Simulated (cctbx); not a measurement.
## CaCdIn4 across an absorption edge

Space group Cmcm (no. 63), a = 4.5460 Å, b = 16.9040 Å, c = 7.5000 Å, α = 90.00°, β = 90.00°, γ = 90.00°.

| atom | mult. | x | y | z | Ueq (Å²) |
| --- | --- | --- | --- | --- | --- |
| In1 | 8 | 1/2 | 0.8123 | 0.4515 | 0.0102 |
| In2 | 4 | 1/2 | 0 | 1/2 | 0.0078 |
| In3 | 4 | 1/2 | 0.5742 | 3/4 | 0.0087 |
| Cd1 | 4 | 1/2 | 0.7241 | 3/4 | 0.0100 |
| Ca1 | 4 | 0 | 0.8812 | 3/4 | 0.0137 |

The model is made up (kin elements in a known structure type, no relaxation), so it says nothing on whether the phase exists.

Calculated with cctbx: free-atom f′ and f″ from the Sasaki tables, no fine structure; amplitudes in electrons.

| E (eV) | F 0 0 2 | F 0 4 1 | F 1 3 1 | F 0 4 2 |
| --- | --- | --- | --- | --- |
| 27340 | 40.0 | 48.3 | 10.6 | 133.3 |
| 27690 | 33.4 | 50.4 | 9.4 | 128.0 |
| 27820 | 28.8 | 51.6 | 10.3 | 124.2 |
| 27880 | 24.8 | 52.6 | 12.0 | 120.7 |
| 27910 | 21.0 | 53.6 | 14.1 | 117.4 |
| 27925 | 17.5 | 54.5 | 16.5 | 114.2 |
| 27932 | 14.7 | 55.3 | 18.8 | 111.4 |
| 27936 | 12.4 | 56.0 | 21.0 | 108.7 |
| 27944 | 9.6 | 57.0 | 24.2 | 103.8 |
| 27948 | 12.0 | 55.7 | 19.7 | 108.7 |
| 27955 | 16.0 | 54.4 | 15.7 | 113.1 |
| 27970 | 20.0 | 53.4 | 12.5 | 116.9 |
| 28000 | 24.0 | 52.5 | 9.6 | 120.4 |
| 28090 | 29.3 | 51.4 | 6.5 | 124.8 |
| 28340 | 34.7 | 50.4 | 5.1 | 129.2 |

**Question.** Which edge is crossed, and why do the reflections move as they do?

The K edge of In. The edge is at 27940 eV. f′ of In falls from -4.8 e at 27820 eV to -7.8 e at 4 eV below it, and f″ steps from 0.56 to 3.58 e across it. Over that approach |F| changes by -57 % (0 0 2), +9 % (0 4 1), +104 % (1 3 1) and -12 % (0 4 2): a reflection falls where In scatters in phase with the total and rises where it scatters against it; it hardly moves where the In term is small or cancels by symmetry. Above the edge the larger f″ enters the imaginary part, where it can add to or cancel the other atoms' f″. The structure is centrosymmetric, so Friedel mates stay equal.
